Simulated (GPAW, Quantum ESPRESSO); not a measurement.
The B K edge of atom 2 in BAs (F-43m), with 4 As at 2.07 Å (tetrahedral, site symmetry -43m), was computed in 2 ways: full core hole (charged cell) and no core hole. Program and functional: Quantum ESPRESSO XSpectra, PBE, Lorentzian half width 0.3 eV up to 4 eV, rising linearly to 2.5 eV at 25 eV; cells of 2 and 16 atoms (the run without a hole in the smaller).

Each run is counted from its own lowest empty level or Fermi level and scaled to a mean of 1 over its first 20 eV. (XSpectra's own axis starts at xe0, in the gap; it has been shifted.)

```csv
E (eV),run 1,run 2
-2.0,0.06,0.03
-1.5,0.07,0.04
-1.0,0.10,0.05
-0.5,0.16,0.07
0.0,0.35,0.13
0.5,0.91,0.24
1.0,1.83,0.36
1.5,1.33,0.67
2.0,1.38,1.04
2.5,1.69,1.21
3.0,1.78,1.05
3.5,1.76,0.99
4.0,2.48,1.24
4.5,2.13,1.38
5.0,1.57,1.34
5.5,1.13,1.33
6.0,1.07,1.45
6.5,1.10,1.44
7.0,1.11,1.28
7.5,1.23,1.20
8.0,1.28,1.29
8.5,1.08,1.31
9.0,0.93,1.33
9.5,0.92,1.31
10.0,0.94,1.33
10.5,0.94,1.37
11.0,0.89,1.32
11.5,0.80,1.17
12.0,0.70,1.02
12.5,0.63,0.93
13.0,0.62,0.90
13.5,0.64,0.90
14.0,0.67,0.91
14.5,0.69,0.92
15.0,0.67,0.92
15.5,0.63,0.88
16.0,0.58,0.81
16.5,0.53,0.74
17.0,0.50,0.68
17.5,0.49,0.65
18.0,0.49,0.64
18.5,0.50,0.64
19.0,0.52,0.65
19.5,0.54,0.66
20.0,0.56,0.67
20.5,0.58,0.69
21.0,0.61,0.72
21.5,0.63,0.74
22.0,0.64,0.76
22.5,0.65,0.78
23.0,0.65,0.79
23.5,0.64,0.80
24.0,0.63,0.80
24.5,0.63,0.80
25.0,0.62,0.79
25.5,0.62,0.79
26.0,0.62,0.79
26.5,0.62,0.78
27.0,0.62,0.78
27.5,0.61,0.78
28.0,0.60,0.77
28.5,0.59,0.76
29.0,0.58,0.76
29.5,0.57,0.75
30.0,0.56,0.75
30.5,0.55,0.74
31.0,0.54,0.73
31.5,0.53,0.72
32.0,0.52,0.70
```

**Question.** Which run is which?

Run 1: full core hole (charged cell) (area from −2 to 6 eV 9.6, main maxima 1.0 eV (1.86), 2.8 eV (1.83), 4.2 eV (2.57) and 7.9 eV (1.30)). Run 2: no core hole (area from −2 to 6 eV 6.0, main maxima 2.8 eV (1.39), 4.6 eV (1.43), 6.2 eV (1.47) and 10.5 eV (1.37)). With each curve scaled to its own mean, the area from −2 to 6 eV with the hole is 9.6 against 6.0, and the centre of weight from −1 to 20 eV moves by -1.8 eV: the hole pulls the absorber's empty states down.

[Banner, clock and machine lines of the logs are left out without a mark of their own.]

[Logs are printed without paths, hosts, clocks, repeated set-up lines and the standing remarks that a program may print on its own settings, such as how far it seeks lower states.]

[Hosts, paths, dates, database ids (printed as entryN), source tags and the programs' standing remarks are cut or masked in the printed files.]

[Lists of maxima count a maximum above −3 eV only where it reaches 4 % of the highest in the window and stands out from its surroundings by 2 % of it (1.5 % where it reaches 55 %); shoulders and weaker maxima are passed over, and of the rest the first, up to two pre-edge ones and the few strongest are named.]
